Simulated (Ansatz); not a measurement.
# ScAlSe3 (model cell, started as cubic perovskite with Al in the octahedra): a soft mode frozen in

Wanted: the energy along a soft mode of ScAlSe3 (model cell, started as cubic perovskite with Al in the octahedra) and the structure at the end.

Method: DFT PBE, scalar-relativistic, plane waves, PAW; PAW set soft_1, in Ansatz 0.2.0.

The structure was built from a prototype and need not be the compound's stable phase.

### Step 1. Set-up

It takes space group Pm-3m (No. 221, cubic). The conventional cell has a = 4.862 Å, b = 4.862 Å, c = 4.862 Å, α = 90.00°, β = 90.00°, γ = 90.00°. Sc has 12 Se at 3.44 Å nearest. Al has 6 Se at 2.43 Å nearest. Se has 2 Al at 2.43 Å and 4 Sc at 3.44 Å nearest. Farther neighbours and most contacts between anions are not listed.

As a file:

```cif
data_structure
_symmetry_space_group_name_H-M 'P 1'
_symmetry_Int_Tables_number 1
_cell_length_a 4.8618
_cell_length_b 4.8618
_cell_length_c 4.8618
_cell_angle_alpha 90.000
_cell_angle_beta 90.000
_cell_angle_gamma 90.000
_cell_volume 114.92
loop_
_atom_site_label
_atom_site_type_symbol
_atom_site_fract_x
_atom_site_fract_y
_atom_site_fract_z
_atom_site_occupancy
Sc1 Sc 0.00000 0.00000 0.00000 1
Al2 Al 0.50000 0.50000 0.50000 1
Se3 Se 0.50000 0.50000 0.00000 1
Se4 Se 0.50000 0.00000 0.50000 1
Se5 Se 0.00000 0.50000 0.50000 1
```

### Step 2. The dispersion

The cell comes from relaxations at this level that are not shown. Stability and thermal properties need the whole zone. Linear response on a 2×2×2 q mesh gives force constants as far as a supercell of that size would.

File input.yaml:

```yaml
crystal:
  lattice:
    - [4.8618479548, 0.0, 0.0]
    - [0.0, 4.8618479548, 0.0]
    - [0.0, 0.0, 4.8618479548]
  atoms:
    - { symbol: Sc, position: [0.0, 0.0, 0.0] }
    - { symbol: Al, position: [0.5, 0.5, 0.5] }
    - { symbol: Se, position: [0.5, 0.5, 0.0] }
    - { symbol: Se, position: [0.5, 0.0, 0.5] }
    - { symbol: Se, position: [0.0, 0.5, 0.5] }
kpoints:
  mp_grid: { grid: [8, 8, 8] }
hamiltonian:
  xc: pbe
  pseudopotentials: { kind: paw, azcp: { folder: soft_1 } }
scf:
  occupations: { method: methfessel_paxton, width: 0.2 }
output:
  eigenvalues: true
phonons:
  method: dfpt
  qmesh: [2, 2, 2]
  temperatures: { t_max: 1000, t_step: 50 }
  qpath:
    path:
      - [[0.0, 0.0, 0.0], [0.0, 0.5, 0.0], [0.5, 0.5, 0.0], [0.0, 0.0, 0.0], [0.5, 0.5, 0.5], [0.0, 0.5, 0.0]]
      - [[0.5, 0.5, 0.5], [0.5, 0.5, 0.0]]
    npoints: 10
```

Run with:

```bash
$ ansatz run input.yaml --threads 4 --pin off --max-ram 16384MiB --backend cpu --events-out ev --progress --plain --runs-dir out
```

Numbers of over 12 decimals in the logs are rounded to 6 here.

The log of the run:

```text
Engine: ansatz 0.2.0, aarch64-unknown-linux-gnu
Pseudopotentials: kind: paw
Pseudopotential: Sc, paw, valence charge 11, recommended cutoff 420 eV (normal), soft_1/Sc.paw.azcp
Pseudopotential: Al, paw, valence charge 3, recommended cutoff 420 eV (normal), soft_1/Al.paw.azcp
Pseudopotential: Se, paw, valence charge 16, recommended cutoff 420 eV (normal), soft_1/Se.paw.azcp
Functional definition: PBE
  parameter kappa = 0.804
  parameter beta = 0.066725
  exchange = pbe_x(kappa = kappa, mu = beta*pi^2/3)
  correlation = pbe_c(beta = beta)
Crystal: 5 atoms, lattice volume = 114.922 Å³
Basis set: ecut = 420 eV, 2301 PW (Γ), exchange–correlation on 72×72×72 points (8 copies of the dense FFT grid, shifted against one another)
Bands: 38, of which v1, the nominal top of the filled ones, is band 31 counted from 1 (30 counted from 0)
Symmetry: 48 space group operations
k-points: 35 of 512
Non-local potential: Sc, projectors of the file, l = 0: 3, l = 1: 2, l = 2: 3, l = 3: 1
Non-local potential: Al, projectors of the file, l = 0: 2, l = 1: 2, l = 2: 1
Non-local potential: Se, projectors of the file, l = 0: 2, l = 1: 2, l = 2: 3, l = 3: 1
PAW form: soft (Blöchl's): semilocal exchange-correlation on the pseudo side does not see the compensation charge
PAW one-centre angular grid: Sc, 590 points (default); XC on 64 Gauss nodes
PAW one-centre angular grid: Al, 110 points (default); XC on 64 Gauss nodes
PAW one-centre angular grid: Se, 590 points (default); XC on 64 Gauss nodes
Initial density: superposition of atomic densities (chi_scale 0.1, normalization cell, long waves kept (reshape's long-wave potential 0.01 eV rms))
Initial wavefunctions: pseudopotential atomic-orbital guess
Functional: x = pbe(κ = 0.804, μ = 0.219515), c = pbe(β = 0.066725)
SCF iter   1: F=—  HF=-19084.208997 eV  |F-HF|=—  |Δ(HF+E_count)|=         —  Δρ=1.04e-1  dr2=2.56e1  ethr=3.10e-3  ⟨swp⟩=5.8  Hψ=4987  notcnv=0
preconditioner: auto → Kerker (q_TF=auto, 2.462 Å⁻¹)  [metal: Δε(μ)=0.011 eV  Ē_g=6.182 eV  σ=0.200 eV  W_gap=0.05  n_scr=26 (ndim 8)  ℏωp=17.0 eV  f_vac=0.000  D(μ)=10.84/eV (n_scr^D=146)]
SCF iter   2: F=—  HF=-19083.290815 eV  |F-HF|=—  |Δ(HF+E_count)|=   9.18e-1  S|Δr|=    0.00e0  Δρ=4.88e-2  dr2=5.85e0  ethr=3.10e-3  ⟨swp⟩=2.0  Hψ=1805  notcnv=0  defer=3
SCF iter   3: F=—  HF=-19082.962266 eV  |F-HF|=—  |Δ(HF+E_count)|=   3.29e-1  S|Δr|=    0.00e0  Δρ=1.59e-2  dr2=6.79e-1  ethr=3.10e-3  ⟨swp⟩=2.0  Hψ=1493  notcnv=0  defer=3
SCF iter   4: F=—  HF=-19082.923977 eV  |F-HF|=—  |Δ(HF+E_count)|=   3.83e-2  S|Δr|=    0.00e0  Δρ=5.82e-3  dr2=9.09e-2  ethr=1.10e-3  ⟨swp⟩=1.9  Hψ=1509  notcnv=0  defer=2
SCF iter   5: F=—  HF=-19082.918512 eV  |F-HF|=—  |Δ(HF+E_count)|=   5.47e-3  S|Δr|=    0.00e0  Δρ=1.86e-3  dr2=9.40e-3  ethr=1.47e-4  ⟨swp⟩=1.0  Hψ=1351  notcnv=0  defer=2
SCF iter   6: F=—  HF=-19082.917954 eV  |F-HF|=—  |Δ(HF+E_count)|=   5.57e-4  S|Δr|=    0.00e0  Δρ=1.07e-3  dr2=3.39e-3  ethr=1.52e-5  ⟨swp⟩=2.0  Hψ=2363  notcnv=0  defer=2
SCF iter   7: F=—  HF=-19082.917624 eV  |F-HF|=—  |Δ(HF+E_count)|=   3.31e-4  S|Δr|=    0.00e0  Δρ=6.28e-4  dr2=1.14e-3  ethr=5.46e-6  ⟨swp⟩=1.0  Hψ=1326  notcnv=0  defer=2
SCF iter   8: F=—  HF=-19082.917504 eV  |F-HF|=—  |Δ(HF+E_count)|=   1.19e-4  S|Δr|=    0.00e0  Δρ=1.63e-4  dr2=7.46e-5  ethr=1.83e-6  ⟨swp⟩=1.0  Hψ=1326  notcnv=0  defer=2
SCF iter   9: F=—  HF=-19082.917498 eV  |F-HF|=—  |Δ(HF+E_count)|=   5.66e-6  S|Δr|=    0.00e0  Δρ=4.50e-5  dr2=4.60e-6  ethr=1.20e-7  ⟨swp⟩=1.1  Hψ=1333  notcnv=0  defer=2
SCF iter  10: F=—  HF=-19082.917499 eV  |F-HF|=—  |Δ(HF+E_count)|=   3.40e-7  S|Δr|=    0.00e0  Δρ=5.30e-6  dr2=3.24e-8  ethr=7.42e-9  ⟨swp⟩=1.1  Hψ=1334  notcnv=0  defer=2
SCF iter  11: F=—  HF=-19082.917499 eV  |F-HF|=—  |Δ(HF+E_count)|=   1.94e-8  S|Δr|=    0.00e0  Δρ=1.50e-6  dr2=5.95e-9  ethr=5.22e-11  ⟨swp⟩=2.0  Hψ=2434  notcnv=0  defer=2
SCF iter  12: F=—  HF=-19082.917499 eV  |F-HF|=—  |Δ(HF+E_count)|=  4.22e-10  S|Δr|=    0.00e0  Δρ=4.16e-7  dr2=4.20e-10  ethr=9.60e-12  ⟨swp⟩=2.0  Hψ=1602  notcnv=0  defer=2
SCF iter  13: F=—  HF=-19082.917499 eV  |F-HF|=—  |Δ(HF+E_count)|=  1.35e-10  S|Δr|=    0.00e0  Δρ=1.17e-7  dr2=4.02e-11  ethr=1.00e-12  ⟨swp⟩=2.0  Hψ=1597  notcnv=0  defer=2
SCF iter  14: F=-19082.917499 eV  HF=-19082.917499 eV  |F-HF|=0.00e0  |Δ(HF+E_count)|=    0.00e0  S|Δr|=    0.00e0  Δρ=2.90e-8  dr2=1.85e-12  ethr=1.00e-12  ⟨swp⟩=5.5  Hψ=5243  notcnv=0
SCF 1 converged in 14 iterations: F = -19082.917499 eV  dr2 = 1.85e-12
  greatest PAW one-centre occupation: 1.000 electrons in one spin orbital (limit 2), on the Se atom at site 2 (counted from 0), in its partial waves of l = 2
Initial density: read from a saved state, or passed on in memory by an earlier SCF of this step, an earlier step, the calling program or the single point that the run made first
iter 1 solved again at ethr=8.25e-8 eV; its pass at ethr=3.10e-3 eV (dr2=5.12e-5 eV) is discarded
SCF iter   1: F=—  HF=-19082.917499 eV  |F-HF|=—  |Δ(HF+E_count)|=         —  Δρ=2.59e-7  dr2=1.13e-10  ethr=8.25e-8  ⟨swp⟩=3.0  Hψ=8158  notcnv=0
eigensolver tolerance schedule: the retry pair's looser diagonalisation over-reported the residual by 453720.26 of it (diagonalisation noise at an unbounded share of the residual, at the tolerance the schedule requests for it); recorded, not acted on — ethr = c·dr2/N_el stays at c = 1.0e-1
preconditioner: auto → Resta (q_TF=auto, 2.462 Å⁻¹)  ε∞=7.1  [insulator: Δε(μ)=0.140 eV  Ē_g=6.857 eV  σ=0.200 eV  W_gap=0.55  n_scr=26 (ndim 8)  ℏωp=17.0 eV  f_vac=0.000  D(μ)=1.32/eV (n_scr^D=6)  ε∞_Penn≈7.1]
SCF iter   2: F=—  HF=-19082.917499 eV  |F-HF|=—  |Δ(HF+E_count)|=   1.08e-7  S|Δr|=    0.00e0  Δρ=1.63e-7  dr2=2.52e-11  ethr=1.00e-12  ⟨swp⟩=3.7  Hψ=3397  notcnv=0
SCF iter   3: F=—  HF=-19082.917499 eV  |F-HF|=—  |Δ(HF+E_count)|=  5.09e-11  S|Δr|=    0.00e0  Δρ=9.95e-8  dr2=8.69e-12  ethr=1.00e-12  ⟨swp⟩=4.5  Hψ=4184  notcnv=0
SCF iter   4: F=-19082.917499 eV  HF=-19082.917499 eV  |F-HF|=3.64e-12  |Δ(HF+E_count)|=  2.18e-11  S|Δr|=    0.00e0  Δρ=4.09e-8  dr2=2.14e-12  ethr=1.00e-12  ⟨swp⟩=3.0  Hψ=3403  notcnv=0
SCF 2 converged in 4 iterations: F = -19082.917499 eV  dr2 = 2.14e-12
  greatest PAW one-centre occupation: 1.000 electrons in one spin orbital (limit 2), on the Se atom at site 3 (counted from 0), in its partial waves of l = 2
phonons: the bands overlap, so this run is a metal and interpolates without the dipole-dipole term. If the crystal is really an insulator or semiconductor, its LO-TO splitting is missing
NSCF: frozen V_eff on 35 k-points
NSCF: frozen V_eff on 125 k-points
DFPT response loops at q = (0, 0, 0) (fractional): preconditioner auto → Kerker (q_TF=auto, 2.462 Å⁻¹) (partly filled bands, converged f_vac=0.000); β = 1.00, the filter's whole step (`scf.mixing.beta` (0.50) is not read by the response loops under this deck's `scf.mixing.preconditioner`; to damp them name `kerker` or `kerker_dos`, under which they read `scf.mixing.beta`, and type it under 1.00, their step now; both keys bind the ground state too); Broyden in place of MSR1
NSCF: frozen V_eff on 250 k-points
DFPT response loops at q = (0, 0, -0.5) (fractional): mixed as the last ones told, above
NSCF: frozen V_eff on 250 k-points
DFPT response loops at q = (0, -0.5, -0.5) (fractional): mixed as the last ones told, above
NSCF: frozen V_eff on 250 k-points
DFPT response loops at q = (-0.5, -0.5, -0.5) (fractional): mixed as the last ones told, above
SCF converged after 14 iterations
Stability not checked: this state was not tested for a lower state beside it, because cold or Methfessel-Paxton smearing, or corrected tetrahedra, fill the levels in a way that the test cannot read (fill_not_monotonic; see scf.lower_state_search)
Free energy (F): -19082.917499 eV
Harris-Foulkes:  -19082.917499 eV  (|F-HF|=0.00e0)
Internal energy: -19082.923068 eV  (E = F + TS)
E sigma→0 (E₀):  -19082.918891 eV
Entropy (-TS):   0.005570 eV (1.114 meV/atom)
Fermi energy:    8.373645 eV
--- Per-component energies (eV) ---
  E_band       = -1315.801093
  E_kinetic    = 561.970837
  E_local      = -8932.746814  (includes V_loc(G=0)·N_el)
  E_nonlocal   = -911.038951
  E_hartree    = 4556.588699
  E_xc         = -379.349025
  E_vxc        = -406.501722  (∫ρ·V_xc dr)
  E_paw        = -7849.946161  (= ΣΔE_a)
  E_vpaw       = -740.660884  (= ΣTr[D̂ρ^β])
  E_aug_tail   = -0.001027  (compensation charges beyond the density's cutoff)
  E_ewald      = -6128.400626
  E_smearing   = 0.005570  (= −TS)
  E_closure    = -0.000000  (closes the sum)
  Σ components = -19082.917499   (vs F -19082.917499, Δ=0.00e0)
--- Band table (eV; the first three rows and the last of 35) ---
  k-point 0: bands = [... 27 lower, 7.1569, 7.1569, 7.6031, 7.6031, 7.6031, 8.5239, 8.5239, 8.6647, ... 3 higher]
  k-point 1: bands = [... 27 lower, 6.9466, 6.9671, 7.4922, 7.4949, 7.4949, 8.5862, 8.6778, 8.8199, ... 3 higher]
  k-point 2: bands = [... 27 lower, 6.4948, 6.4948, 7.3064, 7.3064, 8.2623, 8.7102, 8.7439, 9.2757, ... 3 higher]
  k-point 34: bands = [... 27 lower, 7.0896, 8.8015, 8.8476, 8.8476, 8.8476, 8.9055, 8.9055, 8.9055, ... 3 higher]
--- Phonons (Γ-DFPT): 4 representative perturbations + reference (Σ response iterations 12) ---
  ASR residual: 2.177e-5 → 0.000e0 eV/Å²; symmetrization residual: 4.348e-6 eV/Å²
  ASR residual per site (eV/Å²): 5.68e-6 1.94e-5 2.18e-5 2.18e-5 2.18e-5
  Γ frequencies (cm⁻¹): -187.02 -187.02 -187.02 -119.57 -119.57 -119.57 0.00 0.00 0.00 58.78 58.78 58.78 335.25 335.25 335.25
--- Phonons (arbitrary-q DFPT): 4 irreducible q on the 2×2×2 mesh ---
  q = [0.0000, 0.0000, 0.0000] (star 1, of the zone-centre solve; hermiticity 6.64e-7, symmetrization 2.57e-12): -187.02 -187.02 -187.02 -119.57 -119.57 -119.57 0.00 0.00 0.00 58.78 58.78 58.78 335.25 335.25 335.25
  q = [0.0000, 0.0000, -0.5000] (star 3, 9 solved perturbations in 975 linear systems a pass and spin channel, the states on 125 of 512 k-point pairs; hermiticity 3.40e-7, symmetrization 3.71e-12): -169.07 -169.07 -112.68 -90.14 -90.14 -38.90 -28.93 11.16 11.16 82.14 82.14 217.60 311.66 333.96 333.96
  q = [0.0000, -0.5000, -0.5000] (star 3, 9 solved perturbations in 975 linear systems a pass and spin channel, the states on 125 of 512 k-point pairs; hermiticity 4.75e-7, symmetrization 1.02e-12): -175.13 -175.13 -153.29 -88.39 -82.49 -82.49 56.97 56.97 74.63 106.71 181.48 247.53 323.54 323.54 332.38
  q = [-0.5000, -0.5000, -0.5000] (star 1, 4 solved perturbations in 350 linear systems a pass and spin channel, the states on 125 of 512 k-point pairs; hermiticity 3.41e-7, symmetrization 4.30e-12): -183.22 -183.22 -183.22 -175.20 -175.20 -175.20 91.82 91.82 91.82 181.33 181.33 267.85 337.00 337.00 337.00
  sum rule: each row above includes the acoustic sum rule's correction from the zone centre's row sums; it moved no ω² by more than (0.44 cm⁻¹)²
  mesh force constants: q→R imaginary residual 8.00e-18; ASR residual 2.177e-5 → 0.000e0 eV/Å²; symmetrization residual 8.882e-15 eV/Å²
  interpolated dispersion: 62 rows × 15 modes
  density of states and harmonic sums: on the 14×14×14 q-mesh, interpolated from the force constants of a 2×2×2 supercell (no non-analytic term)
  largest difference from the sums on the solved wave vectors: F 2.37e-2 eV, S 7.19e-5 and C_V 4.80e-5 eV/K
  zero-point energy: 0.100734 eV/cell   skipped modes (ω ≤ 0): 744, of them read as no rigid motion or as one in doubt: 741 (6.191e0 modes/cell left out, lowest -187.02 cm⁻¹)   left out of the sums: 4.13e-1 of the cell's modes: C_V's classical limit lies that fraction below 3 k_B per atom; for a crystal, a wire or a layer, F and S can be off by more, and a phonons.interpolated_qmesh denser along its periods is the remedy for the sampling
```

The job ended after 5 min (4 threads of Arm Neoverse V2, shared host; peak memory 1.7 GiB).

This step gave:

* volume per atom: 22.98 Å³
* gap on the k-mesh: 0 eV
* sum-rule residual before enforcement: 2.18e-5 eV/Å²
* lowest frequency on the path: -187.0 cm⁻¹
* point group: m-3m
* highest frequency on the path or at a solved wavevector: 337 cm⁻¹
* highest optical mode at the zone centre (no LO-TO term): 335.2 cm⁻¹
* lowest optical zone-centre mode: -187.0 cm⁻¹
* lowest mode on the q mesh (acoustic modes at Γ apart): -187.0 cm⁻¹

Frequencies (cm⁻¹) solved at each irreducible wavevector; negative means imaginary. Frequencies by wavevector, by row:

| q in reciprocal lattice units | star | mode 1 | mode 2 | mode 3 | mode 4 | mode 13 | mode 14 | mode 15 |
| --- | --- | --- | --- | --- | --- | --- | --- | --- |
| 0 0 0 | 1 | -187 | -187 | -187 | -119.6 | 335.2 | 335.2 | 335.2 |
| 0 0 -0.5 | 3 | -169.1 | -169.1 | -112.7 | -90.1 | 311.7 | 334 | 334 |
| 0 -0.5 -0.5 | 3 | -175.1 | -175.1 | -153.3 | -88.4 | 323.5 | 323.5 | 332.4 |
| -0.5 -0.5 -0.5 | 1 | -183.2 | -183.2 | -183.2 | -175.2 | 337 | 337 | 337 |

Interpolated from a 2×2×2 q mesh. Phonon branches along the path, in cm⁻¹:

| point | branch 1 | branch 2 | branch 3 | branch 4 | branch 12 | branch 13 | branch 14 | branch 15 |
| --- | --- | --- | --- | --- | --- | --- | --- | --- |
| Γ | -187 | -187 | -187 | -120 | 59 | 335 | 335 | 335 |
| halfway | -178 | -178 | -144 | -116 | 152 | 327 | 335 | 335 |
| X | -169 | -169 | -113 | -90 | 218 | 312 | 334 | 334 |
| halfway | -172 | -145 | -144 | -137 | 223 | 318 | 330 | 333 |
| M | -175 | -175 | -153 | -88 | 248 | 324 | 324 | 332 |
| halfway | -170 | -161 | -146 | -131 | 172 | 326 | 332 | 334 |
| Γ | -187 | -187 | -187 | -120 | 59 | 335 | 335 | 335 |
| halfway | -168 | -168 | -139 | -132 | 190 | 327 | 327 | 336 |
| R | -183 | -183 | -183 | -175 | 268 | 337 | 337 | 337 |
| halfway | -164 | -164 | -156 | -149 | 230 | 324 | 329 | 336 |
| X | -169 | -169 | -113 | -90 | 218 | 312 | 334 | 334 |
| jump to R | -183 | -183 | -183 | -175 | 268 | 337 | 337 | 337 |
| halfway | -178 | -178 | -165 | -148 | 251 | 330 | 330 | 335 |
| M | -175 | -175 | -153 | -88 | 248 | 324 | 324 | 332 |

Symmetry leaves 4 wavevectors to solve. The lowest mode among them, the acoustic zeros apart, lies at Γ and is imaginary, 187.0i cm⁻¹, so the energy falls along it.

### Step 3. The mode frozen in, largest atomic shift 0 Å

The mode followed lies at Γ with frequency 187.0i cm⁻¹ and is 3-fold degenerate, the softest among the wavevectors solved. At small amplitude the distorted cell has space group no. 38 by a symmetry search on the positions. The undistorted cell that holds it gives the zero of energy on the same k mesh.

input.yaml, the sections that differ from step 2:

```yaml
output:
  forces: true
  stress: true
  eigenvalues: true
# crystal, kpoints, hamiltonian, scf: as in step 2
# phonons: removed
```

The log of the run:

```text
[...]
Crystal: 5 atoms, lattice volume = 114.922 Å³
Basis set: ecut = 420 eV, 2301 PW (Γ), exchange–correlation on 72×72×72 points (8 copies of the dense FFT grid, shifted against one another)
Bands: 38, of which v1, the nominal top of the filled ones, is band 31 counted from 1 (30 counted from 0)
Symmetry: 48 space group operations
[...]
k-points: 35 of 512
[...]
k-point 0: bands = [... 27 lower, 7.1569, 7.1569, 7.6031, 7.6031, 7.6031, 8.5240, 8.5240, 8.6647, ... 3 higher]
  k-point 1: bands = [... 27 lower, 6.9466, 6.9671, 7.4922, 7.4950, 7.4950, 8.5863, 8.6779, 8.8200, ... 3 higher]
  k-point 2: bands = [... 27 lower, 6.4948, 6.4948, 7.3064, 7.3064, 8.2623, 8.7103, 8.7439, 9.2758, ... 3 higher]
  k-point 34: bands = [... 27 lower, 7.0896, 8.8015, 8.8476, 8.8476, 8.8476, 8.9055, 8.9055, 8.9055, ... 3 higher]
[key lines of the parts left out:]
SCF converged after 10 iterations
Free energy (F): -19082.917499 eV
Fermi energy:    8.373674 eV
P = ⅓ Tr σ = -0.0018 GPa (-0.018 kbar)
```

Elapsed: 2.1 s, on 4 threads; peak memory 0.49 GiB.

Numbers from this step:

```yaml
pressure: -0.001807 GPa
energy_from_the_undistorted_cell: 0 meV/atom
```

The run ends at a pressure of 0.00 GPa.

### Step 4. The mode frozen in, largest atomic shift 0.6 Å

The atoms are moved along the unstable eigenvector, the largest shift by 0.6 Å, with the cell fixed.

input.yaml, the sections that differ from step 3:

```yaml
crystal:
  lattice:
    - [4.8618479548, 0.0, 0.0]
    - [0.0, 4.8618479548, 0.0]
    - [0.0, 0.0, 4.8618479548]
  atoms:
    - { symbol: Sc, position: [0.0, -0.0872639524, -0.0872639524] }
    - { symbol: Al, position: [0.5, 0.4924235669, 0.4924235669] }
    - { symbol: Se, position: [0.5, 0.5257765772, 0.0007122841] }
    - { symbol: Se, position: [0.5, 0.0007122841, 0.5257765772] }
    - { symbol: Se, position: [0.0, 0.5257765772, 0.5257765772] }
# kpoints, hamiltonian, scf, output: as in step 3
```

The log of the run:

```text
[...]
Crystal: 5 atoms, lattice volume = 114.922 Å³
Basis set: ecut = 420 eV, 2301 PW (Γ), exchange–correlation on 72×72×72 points (8 copies of the dense FFT grid, shifted against one another)
Bands: 38, of which v1, the nominal top of the filled ones, is band 31 counted from 1 (30 counted from 0)
Symmetry: 4 space group operations
[...]
k-point 0: bands = [... 27 lower, 6.7475, 6.9285, 7.5468, 7.5606, 7.8940, 9.0089, 9.1115, 9.3231, ... 3 higher]
  k-point 1: bands = [... 27 lower, 6.6349, 6.8908, 7.2769, 7.4420, 7.9269, 9.0301, 9.0528, 9.4799, ... 3 higher]
  k-point 2: bands = [... 27 lower, 6.1940, 6.5966, 7.1101, 7.2478, 8.4191, 9.0691, 9.1387, 9.7481, ... 3 higher]
  k-point 104: bands = [... 27 lower, 7.0867, 7.5842, 8.2992, 8.7105, 9.0504, 9.2283, 9.3939, 9.4159, ... 3 higher]
[key lines of the parts left out:]
SCF converged after 11 iterations
Free energy (F): -19083.768952 eV
Fermi energy:    8.354952 eV
P = ⅓ Tr σ = 2.4467 GPa (24.467 kbar)
```

Wall time 12 s (4 threads); peak memory 0.61 GiB.

Numbers from this step:

* pressure: 2.447 GPa
* energy from the undistorted cell: -170.0 meV/atom

The energy, extrapolated to zero smearing, is -169.98 meV/atom against the undistorted cell.

The run ends at a pressure of 2.45 GPa, with forces up to 1.1 eV/Å.

### Step 5. Energy along the mode, all amplitudes (two of the runs are shown above)

An imaginary frequency means negative curvature, so the energy should fall and then rise again as anharmonic terms take over.

This step gave:

```
depth at the lowest point sampled  : 170.0 meV/atom
largest atomic shift at that point : 0.6 Å
```

Energy from the parent against largest atomic shift:

| largest atomic shift (Å) | energy from the parent (meV/atom) |
| --- | --- |
| 0.000 | 0 |
| 0.040 | -1.20 |
| 0.080 | -4.78 |
| 0.140 | -14.4 |
| 0.220 | -34.3 |
| 0.320 | -67.7 |
| 0.450 | -118 |
| 0.600 | -170 |

Displacement at unit largest shift by atom:

| atom | x (Å) | y (Å) | z (Å) | size |
| --- | --- | --- | --- | --- |
| Sc1 | 0.000 | -0.707 | -0.707 | 1.000 |
| Al2 | 0.000 | -0.061 | -0.061 | 0.086 |
| Se3 | 0.000 | 0.209 | 0.006 | 0.209 |
| Se4 | 0.000 | 0.006 | 0.209 | 0.209 |
| Se5 | 0.000 | 0.209 | 0.209 | 0.296 |

The lowest of the steps tried is the last one, at 0.6 Å, 170 meV/atom below the parent; the bottom of the well need not coincide with a step.

(Continued in part 2 of 3.)

[Logs are printed without paths, hosts, clocks, repeated set-up lines and the standing remarks that a program may print on its own settings, such as how far it seeks lower states.]

[Hosts, paths, dates, database ids (printed as entryN), source tags and the programs' standing remarks are cut or masked in the printed files.]
